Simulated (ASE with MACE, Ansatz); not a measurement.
**A faulty run on amorphous Bi3.2O66.1Te30.6 (124 atoms)**

Program: Ansatz 0.2.0. The cell: 4 Bi, 82 O and 38 Te.

Input file input.yaml:

```yaml
crystal:
  lattice:
    - [12.88585, 0.0, 0.0]
    - [0.0, 12.88585, 0.0]
    - [0.0, 0.0, 12.88585]
  atoms:
    - { symbol: Bi, position: [0.96006, 0.80432, 0.87358] }
    - { symbol: Bi, position: [0.87547, 0.71714, 0.31987] }
    - { symbol: Bi, position: [0.7869, 0.17058, 0.71692] }
    - { symbol: Bi, position: [0.70213, 0.92231, 0.84124] }
    - { symbol: O, position: [0.5974, 0.92655, 0.47194] }
    - { symbol: O, position: [0.52754, 0.66102, 0.37512] }
    - { symbol: O, position: [0.9824, 0.74269, 0.47234] }
    - { symbol: O, position: [0.52627, 0.23433, 0.49551] }
    - { symbol: O, position: [0.29033, 0.84811, 0.0093] }
    - { symbol: O, position: [0.32005, 0.32735, 0.51649] }
    - { symbol: O, position: [0.18429, 0.63695, 0.40562] }
    - { symbol: O, position: [0.91902, 0.01151, 0.28037] }
    - { symbol: O, position: [0.88795, 0.68871, 0.74514] }
    - { symbol: O, position: [0.89259, 0.37773, 0.29459] }
    - { symbol: O, position: [0.94799, 0.1049, 0.10782] }
    - { symbol: O, position: [0.94913, 0.58002, 0.93218] }
    - { symbol: O, position: [0.22924, 0.91824, 0.22386] }
    - { symbol: O, position: [0.17487, 0.74428, 0.86684] }
    [... 100 atom lines left out ...]
    - { symbol: Te, position: [0.27417, 0.70013, 0.03714] }
    - { symbol: Te, position: [0.39134, 0.41307, 0.88832] }
    - { symbol: Te, position: [0.98306, 0.16097, 0.97434] }
    - { symbol: Te, position: [0.78308, 0.74381, 0.64672] }
    - { symbol: Te, position: [0.77875, 0.82404, 0.09621] }
    - { symbol: Te, position: [0.69003, 0.94361, 0.35717] }
kpoints:
  mp_grid: { grid: [1, 1, 1] }
hamiltonian:
  xc: pbe
  pseudopotentials: { kind: paw, core: large }
scf:
  occupations: { method: gaussian, width: 0.025 }
  max_iter: 100
output:
  forces: true
accuracy: [1, 2]
```

The run is started by

```sh
$ ansatz run input.yaml --threads 4 --pin off --max-ram 8192MiB --backend cpu --events-out ev --progress --plain --runs-dir out
```

Log:

```text
Error: YAML parse error: error: line 141 column 11: expected string scalar
   --> <input>:141:11
    |
139 | output:
140 |   forces: true
141 | accuracy: [1, 2]
    |           ^ expected string scalar
```

It took 0.02 s on 4 threads of Arm Neoverse V2, shared host; peak memory 0.022 GiB.

**Question.** What is wrong with this input, and how is it mended?

A value that the key doesn't take: accuracy = [1, 2].

The fix is to take out accuracy.

The program refused it before any cycle.

[Logs are printed without paths, hosts, clocks, repeated set-up lines and the standing remarks that a program may print on its own settings, such as how far it seeks lower states.]

[Hosts, paths, dates, database ids (printed as entryN), source tags and the programs' standing remarks are cut or masked in the printed files.]
